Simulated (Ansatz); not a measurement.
# B on Pd(111): change of the work function

Wanted: Δφ(θ) for B/Pd(111), starting from the fcc site.

Method: plane-wave DFT, PBE, Ansatz PAW, in Ansatz 0.2.0.

Report form: inputs, costs, results and the conclusion, without the logs.

**1. Set-up**

The cell holds 4 atoms: 4 Pd. Its edges and angles: a = 2.751 Å, b = 2.751 Å, c = 24.738 Å, α = 90.0°, β = 90.0°, γ = 60.0°. Vacuum lies along c.

**2. The clean slab**

The bare slab comes first, as the zero from which every change is counted. The two lowest layers are held at bulk places and the upper ones relax. The dipole correction removes the false field that a one-sided slab makes across the periodic vacuum, so each face gets a flat vacuum level of its own.

The input, input.yaml:

```yaml
crystal:
  lattice:
    - [2.7506453788, 0.0, 0.0]
    - [1.3753226894, 2.3821287749, 0.0]
    - [0.0, 0.0, 24.7376776414]
  atoms:
    - { symbol: Pd, position: [0.0, 0.0, 0.3638174986] }
    - { symbol: Pd, position: [0.3333333333, 0.3333333333, 0.4546058329] }
    - { symbol: Pd, position: [0.6666666667, 0.6666666667, 0.5453941671] }
    - { symbol: Pd, position: [0.0, 0.0, 0.6361825014] }
kpoints:
  mp_grid: { grid: [12, 12, 1] }
hamiltonian:
  xc: pbe
scf:
  occupations: { method: fermi_dirac, width: 0.1 }
  convergence: { dr2_threshold: 1.0e-08 }
efield:
  axis: 3
  dipole_correction: true
  ramp_position: 0.97
  ramp_width: 0.06
relax:
  f_tol: 0.02
  max_steps: 60
  constraints: [{ sites: [0, 1] }]
output:
  write_potential: true
  write_density: true
  volumetric_format: npy
```

Started as:

```console
> ansatz run input.yaml --threads 4 --pin off --max-ram 16384MiB --backend cpu --events-out ev --progress --plain --runs-dir out
```

The job ended after 10 s (4 threads of Arm Neoverse V1, shared host; peak memory 0.49 GiB; 40 s of CPU time).

Step by step:

```csv
step,energy less that of the first step (eV),largest force component (eV/Å)
1,0.0000,0.3166
2,-0.0129,0.1195
3,-0.0149,0.0100
```

Forces are held to the 6 operations that the program found; a distortion that breaks them can't arise in this run.

The atoms that moved most (Å):

```
atom     dx     dy     dz  length
 Pd4  0.000  0.000  0.106   0.106
 Pd3  0.000  0.000  0.048   0.048
```

Final coordinates:

```xyz
4
Lattice="2.7506 0.0000 0.0000 1.3753 2.3821 0.0000 0.0000 0.0000 24.7377" Properties=species:S:1:pos:R:3
Pd    0.0000    0.0000    9.0000
Pd    1.3753    0.7940   11.2459
Pd    2.7506    1.5881   13.5399
Pd    0.0000    0.0000   15.8436
```

This step gave:

| Property | Result |
| --- | --- |
| energy at zero smearing | -27890.2994 eV |
| work function, upper face | 5.268 eV |
| dipole along the normal | -7.03e-4 e·Å |

Running mean over 2.246 Å of the planar mean; the ramp of the sawtooth is left out. Electron's electrostatic potential energy less the Fermi level against z:

```csv
z (Å),electron's electrostatic potential energy less the Fermi level (eV)
4,5.25
5,5.25
6,5.19
7,4.40
8,-3.11
9,-8.25
10,-8.48
11,-8.56
12,-8.24
13,-8.35
14,-8.28
15,-7.94
16,-8.01
17,-1.45
18,4.73
19,5.23
20,5.27
21,5.27
```

The relaxation took 3 steps and lowered the energy by 0.015 eV; the largest force on the free atoms ends at 0.010 eV/Å.

The work function of the upper face is 5.27 eV.

**3. Adsorbate added, k-mesh 4×4×1, coverage 0.111 ML**

System of this step: BPd36 (B/Pd(111)). The cell holds 37 atoms: 36 Pd and 1 B. Cell: a = 8.252 Å, b = 8.252 Å, c = 26.503 Å, α = 90.0°, β = 90.0°, γ = 60.0°. Vacuum lies along c.

The clean slab as it ended is repeated in the plane and the adsorbate is set on one face; the cell's size fixes the coverage, and the k-mesh shrinks with it to keep the sampling density about even. Adsorbate and upper layers relax, since the dipole depends on the height.

The input, input.yaml:

```yaml
crystal:
  lattice:
    - [8.2519361365, 0.0, 0.0]
    - [4.1259680682, 7.1463863246, 0.0]
    - [0.0, 0.0, 26.5030578814]
  atoms:
    - { symbol: Pd, position: [0.0, 0.0, 0.3395834564] }
    - { symbol: Pd, position: [0.1111111111, 0.1111111111, 0.4243243402] }
    - { symbol: Pd, position: [0.2222222222, 0.2222222222, 0.5108800972] }
    - { symbol: Pd, position: [0.0, 0.0, 0.5978034842] }
    - { symbol: Pd, position: [0.0, 0.3333333333, 0.3395834564] }
    - { symbol: Pd, position: [0.1111111111, 0.4444444444, 0.4243243402] }
    - { symbol: Pd, position: [0.2222222222, 0.5555555556, 0.5108800972] }
    - { symbol: Pd, position: [0.0, 0.3333333333, 0.5978034842] }
[... 25 atom lines left out ...]
    - { symbol: Pd, position: [0.7777777778, 0.7777777778, 0.4243243402] }
    - { symbol: Pd, position: [0.8888888889, 0.8888888889, 0.5108800972] }
    - { symbol: Pd, position: [0.6666666667, 0.6666666667, 0.5978034842] }
    - { symbol: B, position: [0.1111111111, 0.1111111111, 0.6604165436] }
kpoints:
  mp_grid: { grid: [4, 4, 1] }
hamiltonian:
  xc: pbe
scf:
  occupations: { method: fermi_dirac, width: 0.1 }
  convergence: { dr2_threshold: 1.0e-08 }
efield:
  axis: 3
  dipole_correction: true
  ramp_position: 0.97
  ramp_width: 0.06
relax:
  f_tol: 0.02
  max_steps: 60
  constraints:
    - { sites: [0, 1, 4, 5, 8, 9, 12, 13, 16, 17, 20, 21, 24, 25, 28, 29, 32, 33] }
output:
  write_potential: true
  write_density: true
  volumetric_format: npy
```

Wall time 13 min (4 threads); peak memory 10 GiB; 38 min of CPU time.

Relaxation path:

| step | energy less that of the first step (eV) | largest force component (eV/Å) |
| --- | --- | --- |
| 1 | 0.0000 | 3.4707 |
| 2 | -0.8477 | 2.5743 |
| 3 | -1.2401 | 0.5921 |
| 4 | -1.3406 | 0.2416 |
| 5 | -1.3469 | 0.0200 |

Forces are held to the 6 operations that the program found; a distortion that breaks them can't arise in this run.

The atoms that moved most (Å):

| atom | dx | dy | dz | length |
| --- | --- | --- | --- | --- |
| B37 | 0.000 | 0.000 | -0.587 | 0.587 |
| Pd8 | 0.000 | 0.078 | 0.092 | 0.120 |
| Pd4 | -0.067 | -0.039 | 0.092 | 0.120 |
| Pd16 | 0.067 | -0.039 | 0.092 | 0.120 |
| Pd11 | 0.000 | 0.004 | 0.017 | 0.017 |
| Pd27 | 0.003 | -0.002 | 0.017 | 0.017 |
| Pd3 | -0.003 | -0.002 | 0.017 | 0.017 |
| Pd20 | 0.013 | 0.008 | 0.003 | 0.016 |

The relaxed structure:

```
Pd B
1.0
     8.25194    0.00000    0.00000
     4.12597    7.14639    0.00000
     0.00000    0.00000   26.50306
Pd B
36 1
Direct
  0.00000 0.00000 0.33958
  0.11111 0.11111 0.42432
  0.22197 0.22197 0.51150
  0.99456 0.99456 0.60127
  0.00000 0.33333 0.33958
  0.11111 0.44444 0.42432
  0.22217 0.55558 0.51080
  0.99456 0.34422 0.60127
  0.00000 0.66667 0.33958
  0.11111 0.77778 0.42432
  0.22197 0.88939 0.51150
  0.00063 0.66635 0.59819
  0.33333 0.00000 0.33958
  0.44444 0.11111 0.42432
  0.55558 0.22217 0.51080
  0.34422 0.99456 0.60127
  0.33333 0.33333 0.33958
  0.44444 0.44444 0.42432
  0.55558 0.55558 0.51080
  0.33441 0.33441 0.59793
  0.33333 0.66667 0.33958
  0.44444 0.77778 0.42432
  0.55494 0.88919 0.51117
  0.33441 0.66452 0.59793
  0.66667 0.00000 0.33958
  0.77778 0.11111 0.42432
  0.88939 0.22197 0.51150
  0.66635 0.00063 0.59819
  0.66667 0.33333 0.33958
  0.77778 0.44444 0.42432
  0.88919 0.55494 0.51117
  0.66452 0.33441 0.59793
  0.66667 0.66667 0.33958
  0.77778 0.77778 0.42432
  0.88919 0.88919 0.51117
  0.66635 0.66635 0.59819
  0.11111 0.11111 0.63827
```

This step gave:

* energy at zero smearing: -251168.6797 eV
* work function, upper face: 5.326 eV
* work function, lower face: 5.248 eV
* dipole along the normal: -0.02537 e·Å
* step between the vacuum levels: 0.07786 eV

Running mean over 2.246 Å of the planar mean; the ramp of the sawtooth is left out. Electron's electrostatic potential energy less the Fermi level against z:

z (Å), electron's electrostatic potential energy less the Fermi level (eV) and a bar from the least value:
```
        4       5.25 ##############################
        5       5.24 ##############################
        6       5.19 ##############################
        7       4.38 ############################
        8      -3.10 ############
        9      -8.25 #
       10      -8.48 
       11      -8.55 
       12      -8.18 #
       13      -8.30 #
       14      -8.23 #
       15      -7.80 ##
       16      -8.58 
       17      -2.50 #############
       18       4.32 ############################
       19       5.26 ##############################
       20       5.32 ##############################
       21       5.33 ##############################
       22       5.33 ##############################
       23       5.33 ##############################
```

The relaxation took 5 steps and lowered the energy by 1.3 eV; the largest force on the free atoms ends at 0.020 eV/Å.

The covered face has 5.33 eV, +0.06 eV against the clean one; the bare back face has moved by -0.00 eV, a measure of how thin the slab is.

**4. The covered slab, k-mesh 6×6×1, coverage 0.25 ML**

System of this step: BPd16 (B/Pd(111)). The cell holds 17 atoms: 16 Pd and 1 B. Cell: a = 5.501 Å, b = 5.501 Å, c = 26.503 Å, α = 90.0°, β = 90.0°, γ = 60.0°. Vacuum lies along c.

Another coverage, to see how the dipoles act on each other as their distance changes.

The input, input.yaml:

```yaml
crystal:
  lattice:
    - [5.5012907577, 0.0, 0.0]
    - [2.7506453788, 4.7642575497, 0.0]
    - [0.0, 0.0, 26.5030578814]
  atoms:
    - { symbol: Pd, position: [0.0, 0.0, 0.3395834564] }
    - { symbol: Pd, position: [0.1666666667, 0.1666666667, 0.4243243402] }
    - { symbol: Pd, position: [0.3333333333, 0.3333333333, 0.5108800972] }
    - { symbol: Pd, position: [0.0, 0.0, 0.5978034842] }
    - { symbol: Pd, position: [0.0, 0.5, 0.3395834564] }
    - { symbol: Pd, position: [0.1666666667, 0.6666666667, 0.4243243402] }
    - { symbol: Pd, position: [0.3333333333, 0.8333333333, 0.5108800972] }
    - { symbol: Pd, position: [0.0, 0.5, 0.5978034842] }
    - { symbol: Pd, position: [0.5, 0.0, 0.3395834564] }
    - { symbol: Pd, position: [0.6666666667, 0.1666666667, 0.4243243402] }
    - { symbol: Pd, position: [0.8333333333, 0.3333333333, 0.5108800972] }
    - { symbol: Pd, position: [0.5, 0.0, 0.5978034842] }
    - { symbol: Pd, position: [0.5, 0.5, 0.3395834564] }
    - { symbol: Pd, position: [0.6666666667, 0.6666666667, 0.4243243402] }
    - { symbol: Pd, position: [0.8333333333, 0.8333333333, 0.5108800972] }
    - { symbol: Pd, position: [0.5, 0.5, 0.5978034842] }
    - { symbol: B, position: [0.1666666667, 0.1666666667, 0.6604165436] }
kpoints:
  mp_grid: { grid: [6, 6, 1] }
hamiltonian:
  xc: pbe
scf:
  occupations: { method: fermi_dirac, width: 0.1 }
  convergence: { dr2_threshold: 1.0e-08 }
efield:
  axis: 3
  dipole_correction: true
  ramp_position: 0.97
  ramp_width: 0.06
relax:
  f_tol: 0.02
  max_steps: 60
  constraints: [{ sites: [0, 1, 4, 5, 8, 9, 12, 13] }]
output:
  dos: { projected: true, e_range: [-8, 4] }
  write_potential: true
  write_density: true
  volumetric_format: npy
  elf: true
```

Elapsed: 2.5 min, on 4 threads; peak memory 2.9 GiB; 9.8 min of CPU time.

The steps of the relaxation:

| step | energy less that of the first step (eV) | largest force component (eV/Å) |
| --- | --- | --- |
| 1 | 0.0000 | 3.4708 |
| 2 | -0.8383 | 2.5403 |
| 3 | -1.2193 | 0.5453 |
| 4 | -1.2697 | 0.1869 |
| 5 | -1.2725 | 0.0102 |

Forces are held to the 6 operations that the program found; a distortion that breaks them can't arise in this run.

The atoms that moved most (Å):

```
atom      dx      dy      dz  length
 B17   0.000   0.000  -0.502   0.502
 Pd4  -0.036  -0.021   0.099   0.107
Pd12   0.036  -0.021   0.099   0.107
 Pd8   0.000   0.042   0.099   0.107
Pd15   0.000   0.000   0.029   0.029
 Pd7   0.000   0.002   0.011   0.011
 Pd3  -0.001  -0.001   0.011   0.011
Pd11   0.001  -0.001   0.011   0.011
```

Final coordinates:

```cif
data_structure
_symmetry_space_group_name_H-M 'P 1'
_symmetry_Int_Tables_number 1
_cell_length_a 5.5013
_cell_length_b 5.5013
_cell_length_c 26.5031
_cell_angle_alpha 90.000
_cell_angle_beta 90.000
_cell_angle_gamma 60.000
_cell_volume 694.63
loop_
_atom_site_label
_atom_site_type_symbol
_atom_site_fract_x
_atom_site_fract_y
_atom_site_fract_z
_atom_site_occupancy
Pd1 Pd 0.00000 0.00000 0.33958 1
Pd2 Pd 0.16667 0.16667 0.42432 1
Pd3 Pd 0.33317 0.33317 0.51128 1
Pd4 Pd 0.99558 0.99558 0.60152 1
Pd5 Pd 0.00000 0.50000 0.33958 1
Pd6 Pd 0.16667 0.66667 0.42432 1
Pd7 Pd 0.33317 0.83366 0.51128 1
Pd8 Pd 0.99558 0.50884 0.60152 1
Pd9 Pd 0.50000 0.00000 0.33958 1
Pd10 Pd 0.66667 0.16667 0.42432 1
Pd11 Pd 0.83366 0.33317 0.51128 1
Pd12 Pd 0.50884 0.99558 0.60152 1
Pd13 Pd 0.50000 0.50000 0.33958 1
Pd14 Pd 0.66667 0.66667 0.42432 1
Pd15 Pd 0.83333 0.83333 0.51198 1
Pd16 Pd 0.50000 0.50000 0.59764 1
B17 B 0.16667 0.16667 0.64148 1
```

Numbers from this step:

```yaml
energy_at_zero_smearing: -111717.0851 eV
work_function_upper_face: 5.400 eV
work_function_lower_face: 5.240 eV
dipole_along_the_normal: -0.02312 e·Å
step_between_the_vacuum_levels: 0.1596 eV
```

The density of states has structure finer than the step of the table below, so its rows give means over 0.25 eV. Peaks (eV: height): -3.520: 68.3, -3.370: 54.5, -2.350: 56.4, -2.230: 69.9, -1.590: 64.6, -1.170: 59.5, -0.360: 69.3.

The density of states by energy, zero at the Fermi level; means over each step:

energy (eV), density of states (states/eV a cell) and a bar:
```
    -7.75        3.9 ###
    -7.50        1.3 #
    -7.25        0.0 
    -7.00        0.0 
    -6.75        0.0 
    -6.50        0.1 
    -6.25        1.0 #
    -6.00        1.1 #
    -5.75        1.3 #
    -5.50        1.6 #
    -5.25        4.7 ###
    -5.00       10.0 #######
    -4.75       20.2 #############
    -4.50       30.6 ####################
    -4.25       38.8 #########################
    -4.00       29.7 ###################
    -3.75       20.6 #############
    -3.50       31.4 ####################
    -3.25       22.5 ###############
    -3.00       31.5 #####################
    -2.75       36.4 ########################
    -2.50       34.4 ######################
    -2.25       42.3 ############################
    -2.00       31.8 #####################
    -1.75       25.7 #################
    -1.50       32.9 #####################
    -1.25       33.4 ######################
    -1.00       36.4 ########################
    -0.75       31.6 #####################
    -0.50       30.9 ####################
    -0.25       46.1 ##############################
     0.00       29.0 ###################
     0.25        9.1 ######
     0.50        4.5 ###
     0.75        5.0 ###
     1.00        6.1 ####
     1.25        5.7 ####
     1.50        4.7 ###
     1.75        5.4 ####
```

Projected DOS per atom over height of the atomic layer and energy from the Fermi level. Layers: Pd4 Pd4 Pd4 Pd4 B from below.

Ten even steps from '0' (0.00 states/eV) to '9' (2.78 states/eV), each cell a mean:
```
00004
00002
00002
10001
78731
77651
96772
75771
85571
98871
77771
44661
55561
69762
27642
01122
00000
00000
00000
00000
00000
00017
```
Columns: height of the atomic layer (Å) from 9 to 17.0 (not evenly spaced); rows upwards: energy from the Fermi level (eV) from -7.96 to 1.95.

Electrostatic potential energy in the ca plane at fractional y = 0.167, with atoms of Pd and B within 0.2 Å of it. With pseudopotentials it is smooth inside the atoms' cores, unlike the true potential.

Ten even steps from '0' (-42 eV) to '9' (9 eV), each cell a mean:
```
74478998889985458987556899999999999999999999
75578998889985458987546899999999999999999999
87789875468987678998778999999999999999999999
98899830016898889999889999999999999999999999
99999710004899999999999999999999999999999999
99999720005899999999999999999999999999999999
88889852147998889998878999999999999999999999
75578987789986568997657899999999999999999999
64468998899985457987546899999999999999999999
76678987789986568998667889999999999999999999
88889852137998789999887557999999999999999999
99999720005899999999984003899999999999999999
99999710004899999999984002799999999999999999
98899830016898889999886225899999999999999999
87789875468987678998777778999999999999999999
```
Columns run along c (16.0 Å, from fractional 0.32 to 0.92 of the cell; values clipped at the 3rd and 97th percentile), rows up along a (5.5 Å). Atoms in or near the plane, at fractional coordinates: Pd at (0.42, 0.17), Pd at (0.42, 0.67), B at (0.64, 0.17).

ELF in the ca plane at fractional y = 0.167, with atoms of Pd and B within 0.2 Å of it. It is the smooth field of the valence electrons, not physical close to the nuclei.

Ten even steps from '0' (0.00) to '9' (0.77), each cell a mean:
```
45532222222234543223444456642100000000000000
35532222222234543223454333221000000000000000
33322234542223332222333221100000000000000000
22222356664222222222222211000000000000000000
22222365464222222222222211000000000000000000
22222365564222222222222211000000000000000000
23222246653222222222332221000000000000000000
34432223322224442223443222110000000000000000
45542222222234543223454345431000000000000000
34432223332224442222344578863100000000000000
22222246653222322222236789986310000000000000
22222365564222222112356326997410000000000000
22222365465222222112355115997420000000000000
22222256664222222112246668996310000000000000
33322234542223332222335799975210000000000000
```
Columns run along c (16.0 Å, from fractional 0.32 to 0.92 of the cell), rows up along a (5.5 Å). Atoms in or near the plane, at fractional coordinates: Pd at (0.42, 0.17), Pd at (0.42, 0.67), B at (0.64, 0.17).

Valence density in the ca plane at fractional y = 0.167, with atoms of Pd and B within 0.2 Å of it. It is the smooth field of the valence electrons, not physical close to the nuclei.

Ten steps, logarithmic in the rise over the least value, from '0' (0 e/Å³) to '9' (13 e/Å³), each cell a mean:
```
45542222222235553223554321000000000000000000
45542222322235553223554210000000000000000000
34432245643223432223443210000000000000000000
22222368974222222112222100000000000000000000
12222479995222221111221100000000000000000000
12222379985222221112222100000000000000000000
23322357763223332112332110000000000000000000
35532223432234543223454210000000000000000000
45542222222235653223554311000000000000000000
34432234432234543223444321100000000000000000
23322357763223332112333332100000000000000000
12222379985222221111233333200000000000000000
12222479995222221111233333210000000000000000
22222368974222221112234433100000000000000000
34432235543223432122344332100000000000000000
```
Columns run along c (16.0 Å, from fractional 0.32 to 0.92 of the cell), rows up along a (5.5 Å). Atoms in or near the plane, at fractional coordinates: Pd at (0.42, 0.17), Pd at (0.42, 0.67), B at (0.64, 0.17).

The relaxation took 5 steps and lowered the energy by 1.3 eV; the largest force on the free atoms ends at 0.010 eV/Å.

By hand: a sheet of dipoles makes a step −p/(ε₀A) in the electron's potential. With e/ε₀ = 180.95 V·Å, p = -0.02312 e·Å and A = 26.21 Å², that is −180.95 × (-0.02312) / 26.21 = +0.160 eV, and the two vacuum levels of the run differ by +0.160 eV.

The covered face has 5.40 eV, +0.13 eV against the clean one; the bare back face has moved by -0.01 eV, a measure of how thin the slab is.

(Continued in part 2 of 2.)

[Long decimals in the printed logs are rounded to 6 places.]

[Logs are printed without paths, hosts, clocks, repeated set-up lines and the standing remarks that a program may print on its own settings, such as how far it seeks lower states.]

[Hosts, paths, dates, database ids (printed as entryN), source tags and the programs' standing remarks are cut or masked in the printed files.]

[Maps of the electrostatic potential energy from Ansatz leave out the sawtooth potential of an applied field or a dipole correction, so their vacuum need not be flat; planar profiles and work functions include it.]
